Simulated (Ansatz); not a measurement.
# HfZnO3 in Pmc2_1, a phase reached by a soft mode: a soft mode frozen in, part 2 of 3

Wanted: the energy along a soft mode of HfZnO3 in Pmc2_1, a phase reached by a soft mode and the structure at the end.

Ansatz 0.2.0; DFT PBEsol, scalar-relativistic, plane waves, PAW; PAW set soft_1.

So far. Step 2 (Zone-centre response): Before it was imposed, the acoustic sum rule was missed by 1.3e-4 eV/Å² and the charge sum rule by 0.011 e. Small misses are needed for a sound result but don't prove that mesh and cutoff are converged. The lowest optical mode is imaginary, 140.2i cm⁻¹, so the energy falls along it. Step 3 (The mode frozen in, largest atomic shift 0 Å): At this level the gap is 1.71 eV on the k-mesh of the self-consistent run, which can miss the band edges.

The structure was built from a prototype and need not be the compound's stable phase.

## (4) The mode frozen in, largest atomic shift 0.32 Å

The atoms are moved along the unstable eigenvector, the largest shift by 0.32 Å, with the cell fixed.

input.yaml reads:

```yaml
crystal:
  lattice:
    - [3.5117176667, 0.0, 0.0]
    - [0.0, 6.9297840549, 0.0]
    - [0.0, 0.0, 5.2642289147]
  atoms:
    - { symbol: Zn, position: [-0.0010017868, 0.8697306001, 0.4958309722] }
    - { symbol: Zn, position: [0.0010017868, 0.1302693999, 0.9958309722] }
    - { symbol: Hf, position: [0.4976095686, 0.3017348898, 0.4989344236] }
    - { symbol: Hf, position: [0.5023904314, 0.6982651102, 0.9989344236] }
    - { symbol: O, position: [0.4952816127, 0.858522866, 0.6596987008] }
    - { symbol: O, position: [0.4088765014, 0.5409324831, 0.3162264464] }
    - { symbol: O, position: [0.5911234986, 0.4590675169, 0.8162264464] }
    - { symbol: O, position: [0.5047183873, 0.141477134, 0.1596987008] }
    - { symbol: O, position: [0.0086648426, 0.1773674282, 0.6099655378] }
    - { symbol: O, position: [-0.0086648426, 0.8226325718, 0.1099655378] }
kpoints:
  mp_grid: { grid: [6, 4, 4] }
hamiltonian:
  xc: pbesol
  pseudopotentials: { kind: paw, azcp: { folder: soft_1 }, xc_functional: pbe }
scf:
  occupations: { method: gaussian, width: 0.02 }
output:
  forces: true
  stress: true
  eigenvalues: true
```

Launch:

```
$ ansatz run input.yaml --threads 8 --pin off --max-ram 16384MiB --backend cpu --events-out ev --progress --plain --runs-dir out
```

Numbers of over 12 decimals in the logs are rounded to 6 here.

Output:

```text
[...]
Crystal: 10 atoms, lattice volume = 128.107 Å³
Basis set: ecut = 420 eV, 2517 PW (Γ), exchange–correlation on 48×96×72 points (8 copies of the dense FFT grid, shifted against one another)
Bands: 68, of which v1, the nominal top of the filled ones, is band 56 counted from 1 (55 counted from 0)
Symmetry: 2 space group operations
[...]
k-points: 42 of 96 (time reversal used)
[...]
k-point 0: bands = [... 52 lower, 8.3641, 8.4935, 8.7268, 9.1849, 11.1056, 13.5529, 14.1716, 14.4944, ... 5 higher]
  k-point 1: bands = [... 52 lower, 8.3063, 8.3938, 8.5625, 8.7489, 11.7699, 13.7391, 14.2594, 14.4539, ... 5 higher]
  k-point 2: bands = [... 52 lower, 8.3021, 8.3021, 8.5395, 8.5395, 12.9430, 12.9430, 14.4739, 14.4739, ... 5 higher]
  k-point 41: bands = [... 52 lower, 7.9309, 7.9309, 8.5711, 8.5711, 13.7252, 13.7252, 14.0855, 14.0855, ... 5 higher]
[key lines of the parts left out:]
SCF converged after 12 iterations
Free energy (F): -41133.547785 eV
Fermi energy:    10.145229 eV
P = ⅓ Tr σ = -2.0655 GPa (-20.655 kbar)
```

The job ended after 5.8 s (8 threads of Arm Neoverse V2, shared host; peak memory 0.76 GiB; 43 s of CPU time).

Numbers from this step:

```yaml
pressure: -2.066 GPa
gap_on_the_k_mesh: 1.921 eV
energy_from_the_undistorted_cell: -7.143 meV/atom
```

The energy, extrapolated to zero smearing, is -7.14 meV/atom against the undistorted cell.

The run ends at a pressure of -2.07 GPa, with forces up to 0.64 eV/Å.

## (5) Energy along the mode, all amplitudes (two of the runs are shown above)

An imaginary frequency means negative curvature, so the energy should fall and then rise again as anharmonic terms take over.

Numbers from this step:

* depth at the lowest point sampled: 7.143 meV/atom
* largest atomic shift at that point: 0.32 Å

Table of energy from the parent by largest atomic shift:

| largest atomic shift (Å) | energy from the parent (meV/atom) |
| --- | --- |
| 0.000 | 0 |
| 0.040 | -0.187 |
| 0.080 | -0.733 |
| 0.140 | -2.11 |
| 0.220 | -4.54 |
| 0.320 | -7.14 |
| 0.450 | -6.30 |
| 0.600 | 6.38 |

Displacement at unit largest shift by atom:

| atom | x (Å) | y (Å) | z (Å) | size |
| --- | --- | --- | --- | --- |
| Zn1 | -0.01 | 0.00 | 0.00 | 0.01 |
| Zn2 | 0.01 | 0.00 | 0.00 | 0.01 |
| Hf3 | -0.03 | 0.00 | 0.00 | 0.03 |
| Hf4 | 0.03 | 0.00 | 0.00 | 0.03 |
| O5 | -0.05 | 0.00 | 0.00 | 0.05 |
| O6 | -1.00 | 0.00 | 0.00 | 1.00 |
| O7 | 1.00 | 0.00 | 0.00 | 1.00 |
| O8 | 0.05 | 0.00 | 0.00 | 0.05 |
| O9 | 0.10 | 0.00 | 0.00 | 0.10 |
| O10 | -0.10 | 0.00 | 0.00 | 0.10 |

The lowest of the steps tried is at 0.32 Å, 7.14 meV/atom below the parent; the bottom of the well need not coincide with a step.

## (6) Relaxation from the frozen mode

Starting from the lowest point found, all atoms and the cell are let go, so that strain and other modes of the same symmetry can join in.

Edit input.yaml of step 4 so:

```diff
@@ -22,3 +22,3 @@
 scf:
-  occupations: { method: gaussian, width: 0.02 }
+  occupations: { method: fixed }
 output:
@@ -27 +27,6 @@
   eigenvalues: true
+relax:
+  adjacent_minimum: "off"
+  f_tol: 0.002
+  max_steps: 120
+  cell: { stress_tol: 0.03 }
```

Output:

```text
[...]
Crystal: 10 atoms, lattice volume = 128.107 Å³
Basis set: ecut = 420 eV, 2517 PW (Γ), exchange–correlation on 48×96×72 points (8 copies of the dense FFT grid, shifted against one another)
Bands: 68, of which v1, the nominal top of the filled ones, is band 56 counted from 1 (55 counted from 0)
Symmetry: 2 space group operations
[...]
k-points: 42 of 96 (time reversal used)
[...]
SCF iter   1: F=—  HF=-41138.732071 eV  |F-HF|=—  |Δ(HF+E_count)|=         —  Δρ=1.06e-1  dr2=1.79e1  ethr=3.10e-3  ⟨swp⟩=4.6  Hψ=9000  notcnv=0  defer=379
[...]
SCF iter  12: F=-41133.547785 eV  HF=-41133.547785 eV  |F-HF|=2.07e-8  |Δ(HF+E_count)|=   2.00e-7  Δρ=6.92e-6  dr2=7.50e-8  ethr=8.93e-11  ⟨swp⟩=10.4  Hψ=17022  notcnv=0
SCF 1 converged in 12 iterations: F = -41133.547785 eV  dr2 = 7.50e-8
[...]
relax step   1: F+E_penalty+E_count = -41133.54778464 eV  Δ(F+E_penalty+E_count) = +0.000e0 eV  max|allowed force component| = 6.237e-1 eV/Å  Δτ_max = 0.0000 Å  P = -2.066 GPa  Ω = 128.107 Å³  (12 SCF iters, dr2 threshold 1.00e-7 eV, accepted)
Crystal: 10 atoms, lattice volume = 126.659 Å³
Basis set: ecut = 420 eV, 2495 PW (Γ), exchange–correlation on 48×96×72 points (8 copies of the dense FFT grid, shifted against one another)
[...]
iter 1 solved again at ethr=3.24e-5 eV; its pass at ethr=3.10e-3 eV (dr2=3.62e-2 eV) is discarded
[...]
SCF iter   7: F=-41133.641765 eV  HF=-41133.641765 eV  |F-HF|=1.40e-7  |Δ(HF+E_count)|=   4.85e-6  Δρ=1.74e-5  dr2=4.80e-7  ethr=8.93e-10  ⟨swp⟩=11.5  Hψ=20576  notcnv=0
SCF 2 converged in 7 iterations: F = -41133.641765 eV  dr2 = 4.80e-7
[...]
relax step   2: F+E_penalty+E_count = -41133.64176545 eV  Δ(F+E_penalty+E_count) = -9.398e-2 eV  max|allowed force component| = 2.933e-1 eV/Å  Δτ_max = 0.0536 Å  P = -0.097 GPa  Ω = 126.659 Å³  energy of the carried Pulay correction = +4.048e-3 eV  (7 SCF iters, dr2 threshold 1.00e-6 eV, accepted)
Crystal: 10 atoms, lattice volume = 124.928 Å³
Basis set: ecut = 420 eV, 2455 PW (Γ), exchange–correlation on 48×96×72 points (8 copies of the dense FFT grid, shifted against one another)
[...]
SCF iter   9: F=-41133.834482 eV  HF=-41133.834482 eV  |F-HF|=2.65e-9  |Δ(HF+E_count)|=   3.53e-8  Δρ=9.67e-6  dr2=1.03e-7  ethr=8.93e-10  ⟨swp⟩=6.4  Hψ=14155  notcnv=0
SCF 3 converged in 9 iterations: F = -41133.834482 eV  dr2 = 1.03e-7
relax step   3: F+E_penalty+E_count = -41133.83448197 eV  Δ(F+E_penalty+E_count) = -1.927e-1 eV  max|allowed force component| = 4.019e-1 eV/Å  Δτ_max = 0.1978 Å  P = +0.343 GPa  Ω = 124.928 Å³  energy of the carried Pulay correction = +8.948e-3 eV  (9 SCF iters, dr2 threshold 1.00e-6 eV, accepted)
[... from here on, the SCF cycles and remarks between the steps are left out ...]
relax step   4: F+E_penalty+E_count = -41134.02363484 eV  Δ(F+E_penalty+E_count) = -1.892e-1 eV  max|allowed force component| = 4.384e-1 eV/Å  Δτ_max = 0.1355 Å  P = -0.505 GPa  Ω = 123.840 Å³  energy of the carried Pulay correction = +1.206e-2 eV  (9 SCF iters, dr2 threshold 1.00e-6 eV, accepted)
relax step   5: F+E_penalty+E_count = -41134.16252988 eV  Δ(F+E_penalty+E_count) = -1.389e-1 eV  max|allowed force component| = 5.101e-1 eV/Å  Δτ_max = 0.0895 Å  P = -1.503 GPa  Ω = 123.153 Å³  energy of the carried Pulay correction = +1.404e-2 eV  (8 SCF iters, dr2 threshold 1.00e-6 eV, accepted)
relax step   6: F+E_penalty+E_count = -41134.58129740 eV  Δ(F+E_penalty+E_count) = -4.188e-1 eV  max|allowed force component| = 7.039e-1 eV/Å  Δτ_max = 0.1959 Å  P = -3.086 GPa  Ω = 121.689 Å³  energy of the carried Pulay correction = +1.830e-2 eV  (9 SCF iters, dr2 threshold 1.00e-6 eV, accepted)
relax step   7: F+E_penalty+E_count = -41134.90797204 eV  Δ(F+E_penalty+E_count) = -3.267e-1 eV  max|allowed force component| = 7.434e-1 eV/Å  Δτ_max = 0.1953 Å  P = -0.971 GPa  Ω = 118.988 Å³  energy of the carried Pulay correction = +2.629e-2 eV  (9 SCF iters, dr2 threshold 1.00e-6 eV, accepted)
relax step   8: F+E_penalty+E_count = -41135.32515556 eV  Δ(F+E_penalty+E_count) = -4.172e-1 eV  max|allowed force component| = 3.583e-1 eV/Å  Δτ_max = 0.2000 Å  P = +2.226 GPa  Ω = 117.557 Å³  energy of the carried Pulay correction = +3.059e-2 eV  (9 SCF iters, dr2 threshold 1.00e-6 eV, accepted)
relax step   9: F+E_penalty+E_count = -41135.07960240 eV  Δ(F+E_penalty+E_count) = +2.456e-1 eV  max|allowed force component| = 9.002e-1 eV/Å  Δτ_max = 0.1375 Å  P = +3.596 GPa  Ω = 115.910 Å³  energy of the carried Pulay correction = +3.560e-2 eV  (9 SCF iters, dr2 threshold 1.00e-6 eV, rejected (line search))
relax step  10: F+E_penalty+E_count = -41135.40873225 eV  Δ(F+E_penalty+E_count) = -8.358e-2 eV  max|allowed force component| = 5.213e-1 eV/Å  Δτ_max = 0.0918 Å  P = +0.141 GPa  Ω = 117.796 Å³  energy of the carried Pulay correction = +2.987e-2 eV  (15 SCF iters, accepted)
relax step  11: F+E_penalty+E_count = -41135.40934289 eV  Δ(F+E_penalty+E_count) = -6.106e-4 eV  max|allowed force component| = 4.478e-1 eV/Å  Δτ_max = 0.0437 Å  P = -0.008 GPa  Ω = 118.340 Å³  energy of the carried Pulay correction = +2.823e-2 eV  (8 SCF iters, dr2 threshold 1.00e-6 eV, accepted)
relax step  12: F+E_penalty+E_count = -41135.42110266 eV  Δ(F+E_penalty+E_count) = -1.176e-2 eV  max|allowed force component| = 3.159e-2 eV/Å  Δτ_max = 0.0274 Å  P = -0.428 GPa  Ω = 118.316 Å³  energy of the carried Pulay correction = +2.830e-2 eV  (7 SCF iters, dr2 threshold 1.00e-6 eV, accepted)
relax step  13: F+E_penalty+E_count = -41135.42235376 eV  Δ(F+E_penalty+E_count) = -1.251e-3 eV  max|allowed force component| = 4.399e-3 eV/Å  Δτ_max = 0.0029 Å  P = +0.023 GPa  Ω = 118.084 Å³  energy of the carried Pulay correction = +2.900e-2 eV  (5 SCF iters, dr2 threshold 6.21e-7 eV, accepted)
relax step  14: F+E_penalty+E_count = -41135.42231464 eV  Δ(F+E_penalty+E_count) = +3.912e-5 eV  max|allowed force component| = 9.442e-4 eV/Å  Δτ_max = 0.0015 Å  P = -0.004 GPa  Ω = 118.102 Å³  energy of the carried Pulay correction = +2.894e-2 eV  (6 SCF iters, dr2 threshold 3.35e-9 eV, accepted)
relax step  15: F+E_penalty+E_count = -41135.45399357 eV  Δ(F+E_penalty+E_count) = -3.168e-2 eV  max|allowed force component| = 7.098e-3 eV/Å  Δτ_max = 0.0000 Å  P = +0.329 GPa  Ω = 118.102 Å³  stress off target by 1.30e0 GPa  SCF on the basis re-selected at this cell (its energy is not comparable with the rows above)  (10 SCF iters)
relax step  16: F+E_penalty+E_count = -41135.45761118 eV  Δ(F+E_penalty+E_count) = -3.618e-3 eV  max|allowed force component| = 1.260e-2 eV/Å  Δτ_max = 0.0202 Å  P = +0.124 GPa  Ω = 118.308 Å³  energy of the carried Pulay correction = -6.560e-4 eV  (6 SCF iters, dr2 threshold 1.00e-6 eV, accepted)
relax step  17: F+E_penalty+E_count = -41135.45746843 eV  Δ(F+E_penalty+E_count) = +1.427e-4 eV  max|allowed force component| = 5.194e-3 eV/Å  Δτ_max = 0.0059 Å  P = +0.003 GPa  Ω = 118.408 Å³  energy of the carried Pulay correction = -9.686e-4 eV  (5 SCF iters, dr2 threshold 1.36e-7 eV, accepted)
relax step  18: F+E_penalty+E_count = -41135.45747430 eV  Δ(F+E_penalty+E_count) = -5.875e-6 eV  max|allowed force component| = 3.410e-3 eV/Å  Δτ_max = 0.0015 Å  P = -0.007 GPa  Ω = 118.407 Å³  energy of the carried Pulay correction = -9.674e-4 eV  (7 SCF iters, dr2 threshold 1.69e-9 eV, accepted)
relax step  19: F+E_penalty+E_count = -41135.45748369 eV  Δ(F+E_penalty+E_count) = -9.385e-6 eV  max|allowed force component| = 1.938e-3 eV/Å  Δτ_max = 0.0005 Å  P = +0.001 GPa  Ω = 118.405 Å³  energy of the carried Pulay correction = -9.600e-4 eV  (6 SCF iters, dr2 threshold 7.27e-10 eV, accepted)
relax step  20: F+E_penalty+E_count = -41135.45871163 eV  Δ(F+E_penalty+E_count) = -1.228e-3 eV  max|allowed force component| = 1.911e-3 eV/Å  Δτ_max = 0.0000 Å  P = +0.016 GPa  Ω = 118.405 Å³  stress off target by 6.55e-2 GPa  SCF on the basis re-selected at this cell (its energy is not comparable with the rows above)  (7 SCF iters)
relax step  21: F+E_penalty+E_count = -41135.45867595 eV  Δ(F+E_penalty+E_count) = +3.568e-5 eV  max|allowed force component| = 2.892e-4 eV/Å  Δτ_max = 0.0012 Å  P = -0.000 GPa  Ω = 118.420 Å³  energy of the carried Pulay correction = -4.770e-5 eV  (5 SCF iters, dr2 threshold 1.07e-8 eV, accepted)
[...]
SCF iter   1: F=—  HF=-41135.458736 eV  |F-HF|=—  |Δ(HF+E_count)|=         —  Δρ=7.00e-6  dr2=1.00e-8  ethr=2.35e-7  ⟨swp⟩=3.1  Hψ=17251  notcnv=0  defer=420
eigensolver tolerance schedule: the retry pair's looser diagonalisation over-reported the residual by 26285.42 of it (diagonalisation noise at an unbounded share of the residual, at the tolerance the schedule requests for it); recorded, not acted on — ethr = c·dr2/N_el stays at c = 1.0e-1
[...]
SCF iter   2: F=—  HF=-41135.458759 eV  |F-HF|=—  |Δ(HF+E_count)|=   2.30e-5  Δρ=3.66e-6  dr2=4.09e-9  ethr=8.95e-12  ⟨swp⟩=4.2  Hψ=8591  notcnv=0  defer=412
[...]
SCF iter   5: F=-41135.458759 eV  HF=-41135.458759 eV  |F-HF|=2.18e-11  |Δ(HF+E_count)|=    0.00e0  Δρ=1.87e-7  dr2=3.02e-11  ethr=1.00e-12  ⟨swp⟩=12.5  Hψ=15694  notcnv=0
SCF 22 converged in 5 iterations: F = -41135.458759 eV  dr2 = 3.02e-11
relax step  22: F+E_penalty+E_count = -41135.45875868 eV  Δ(F+E_penalty+E_count) = -8.273e-5 eV  max|allowed force component| = 3.243e-4 eV/Å  Δτ_max = 0.0000 Å  P = -0.000 GPa  Ω = 118.420 Å³  stress off target by 3.80e-3 GPa  SCF on the basis re-selected at this cell (its energy is not comparable with the rows above)  (5 SCF iters)
[...]
SCF converged after 5 iterations
Free energy (F): -41135.458759 eV
[...]
Internal energy: -41135.458759 eV  (E = F + TS)
E sigma→0 (E₀):  -41135.458759 eV
Fermi energy:    10.121648 eV
[...]
--- Forces (eV/Å), atoms counted from 1 ---
  atom   1  Zn     0.00011748    -0.00000266     0.00004531
  atom   2  Zn    -0.00011748     0.00000266     0.00004531
  atom   3  Hf     0.00000715    -0.00032431    -0.00011254
  atom   4  Hf    -0.00000715     0.00032431    -0.00011254
  atom   5  O      0.00011948    -0.00014113     0.00020876
  atom   6  O      0.00001084     0.00002523    -0.00006921
  atom   7  O     -0.00001084    -0.00002523    -0.00006921
  atom   8  O     -0.00011948     0.00014113     0.00020876
  atom   9  O     -0.00007382     0.00006319    -0.00007177
  atom  10  O      0.00007382    -0.00006319    -0.00007177
  max |Σ_I F_I| component: 1.10e-6 eV/Å
--- Stress (GPa, compression-positive) ---
       -0.000795      -0.002405       0.000000
       -0.002405       0.002547      -0.000000
        0.000000      -0.000000      -0.002140
  P = ⅓ Tr σ = -0.0001 GPa (-0.001 kbar)
--- Band table (eV; the first three rows and the last of 42) ---
  k-point 0: bands = [... 52 lower, 9.8186, 9.9462, 9.9682, 10.0261, 13.5076, 14.1342, 14.3737, 15.7877, ... 8 higher]
  k-point 1: bands = [... 52 lower, 9.6185, 9.6920, 9.6938, 9.9846, 14.1094, 14.2227, 14.4148, 15.9175, ... 8 higher]
  k-point 2: bands = [... 52 lower, 9.4739, 9.4739, 9.5296, 9.5296, 14.2175, 14.2175, 15.4948, 15.4948, ... 8 higher]
  k-point 41: bands = [... 52 lower, 9.2942, 9.2942, 9.4320, 9.4320, 14.4064, 14.4064, 15.7191, 15.7191, ... 8 higher]
--- Relaxed structure (19 steps of the walk, 18 accepted, 3 SCFs on fresh bases) ---
  F+E_penalty+E_count = -41135.45875868 eV   max|allowed force component| = 3.243e-4 eV/Å   (the final SCF, on the basis selected at the relaxed cell)
  cell:  # Å, volume = 118.4196 Å³
    - [3.205507, -0.382051, 0.0]
    - [-0.753914, 7.308500, 0.0]
    - [0.0, 0.0, 5.117660]
  atoms:
    - { symbol: Zn, position: [-0.045261, 0.909709, 0.491173] }
    - { symbol: Zn, position: [0.045261, 0.090291, 0.991173] }
    - { symbol: Hf, position: [0.670472, 0.340926, 0.469509] }
    - { symbol: Hf, position: [0.329528, 0.659074, 0.969509] }
    - { symbol: O, position: [0.422448, 0.845080, 0.676609] }
    - { symbol: O, position: [0.242811, 0.485635, 0.309634] }
    - { symbol: O, position: [0.757189, 0.514365, 0.809634] }
    - { symbol: O, position: [0.577552, 0.154920, 0.176609] }
    - { symbol: O, position: [0.093654, 0.187245, 0.633731] }
    - { symbol: O, position: [-0.093654, 0.812755, 0.133731] }
```

Run time: 2.1 min. Hardware: 8 threads; peak memory 0.84 GiB.

The steps of the relaxation:

| step | energy less that of the first step (eV) | largest force component (eV/Å) | pressure (GPa) | volume (Å³) |
| --- | --- | --- | --- | --- |
| 1 | 0.0000 | 0.6237 | -2.07 | 128.11 |
| 2 | -0.0940 | 0.2933 | -0.10 | 126.66 |
| 3 | -0.2867 | 0.4019 | 0.34 | 124.93 |
| 4 | -0.4758 | 0.4384 | -0.50 | 123.84 |
| 5 | -0.6147 | 0.5101 | -1.50 | 123.15 |
| 6 | -1.0335 | 0.7039 | -3.09 | 121.69 |
| 7 | -1.3602 | 0.7434 | -0.97 | 118.99 |
| 8 | -1.7774 | 0.3583 | 2.23 | 117.56 |
| 9 | -1.5318 | 0.9002 | 3.60 | 115.91 |
| 10 | -1.8609 | 0.5213 | 0.14 | 117.80 |
| 11 | -1.8616 | 0.4478 | -0.01 | 118.34 |
| 12 | -1.8733 | 0.0316 | -0.43 | 118.32 |
| 13 | -1.8746 | 0.0044 | 0.02 | 118.08 |
| 14 | -1.8745 | 0.0009 | 0.00 | 118.10 |
| 15* | -1.9062 | 0.0071 | 0.33 | 118.10 |
| 16 | -1.9098 | 0.0126 | 0.12 | 118.31 |
| 17 | -1.9097 | 0.0052 | 0.00 | 118.41 |
| 18 | -1.9097 | 0.0034 | -0.01 | 118.41 |
| 19 | -1.9097 | 0.0019 | 0.00 | 118.40 |
| 20* | -1.9109 | 0.0019 | 0.02 | 118.40 |
| 21 | -1.9109 | 0.0003 | 0.00 | 118.42 |
| 22* | -1.9110 | 0.0003 | 0.00 | 118.42 |

Relaxation steps marked * repeat the geometry before them on a plane-wave basis chosen anew for their cell, so energy and pressure can jump there. Relaxation step 9 was tried and not accepted.

Forces are held to the 2 operations that the run works with; a distortion that breaks them can't arise in this run.

| cell as run | before | after | change |
| --- | --- | --- | --- |
| a (Å) | 3.512 | 3.228 | -8.1 % |
| b (Å) | 6.930 | 7.347 | +6.0 % |
| c (Å) | 5.264 | 5.118 | -2.8 % |
| γ (°) | 90.00 | 102.69 | +14.1 % |
| volume (Å³/atom) | 12.81 | 11.84 | -7.6 % |

The atoms that moved most (Å, as changes of fractional coordinates times the final cell):

| atom | dx | dy | dz | length |
| --- | --- | --- | --- | --- |
| O6 | -0.491 | -0.341 | -0.034 | 0.598 |
| O7 | 0.491 | 0.341 | -0.034 | 0.598 |
| Hf3 | 0.525 | 0.220 | -0.151 | 0.589 |
| Hf4 | -0.525 | -0.220 | -0.151 | 0.589 |
| Zn2 | 0.172 | -0.309 | -0.024 | 0.355 |
| Zn1 | -0.172 | 0.309 | -0.024 | 0.355 |
| O10 | -0.265 | -0.040 | 0.122 | 0.294 |
| O9 | 0.265 | 0.040 | 0.122 | 0.294 |

Final coordinates:

```cif
data_structure
_symmetry_space_group_name_H-M 'P 1'
_symmetry_Int_Tables_number 1
_cell_length_a 3.2282
_cell_length_b 7.3473
_cell_length_c 5.1177
_cell_angle_alpha 90.000
_cell_angle_beta 90.000
_cell_angle_gamma 102.686
_cell_volume 118.42
loop_
_atom_site_label
_atom_site_type_symbol
_atom_site_fract_x
_atom_site_fract_y
_atom_site_fract_z
_atom_site_occupancy
Zn1 Zn 0.95474 0.90971 0.49117 1
Zn2 Zn 0.04526 0.09029 0.99117 1
Hf3 Hf 0.67047 0.34093 0.46951 1
Hf4 Hf 0.32953 0.65907 0.96951 1
O5 O 0.42245 0.84508 0.67661 1
O6 O 0.24281 0.48564 0.30963 1
O7 O 0.75719 0.51436 0.80963 1
O8 O 0.57755 0.15492 0.17661 1
O9 O 0.09365 0.18725 0.63373 1
O10 O 0.90635 0.81275 0.13373 1
```

Numbers from this step:

```
pressure          : -1.29e-4 GPa
gap on the k-mesh : 3.386 eV
volume per atom   : 11.84 Å³
```

The distorted start has space group P2_1; the relaxation ends in Cmc2_1.

(Part 2 of 3 ends here.)

[Logs are printed without paths, hosts, clocks, repeated set-up lines and the standing remarks that a program may print on its own settings, such as how far it seeks lower states.]

[Hosts, paths, dates, database ids (printed as entryN), source tags and the programs' standing remarks are cut or masked in the printed files.]
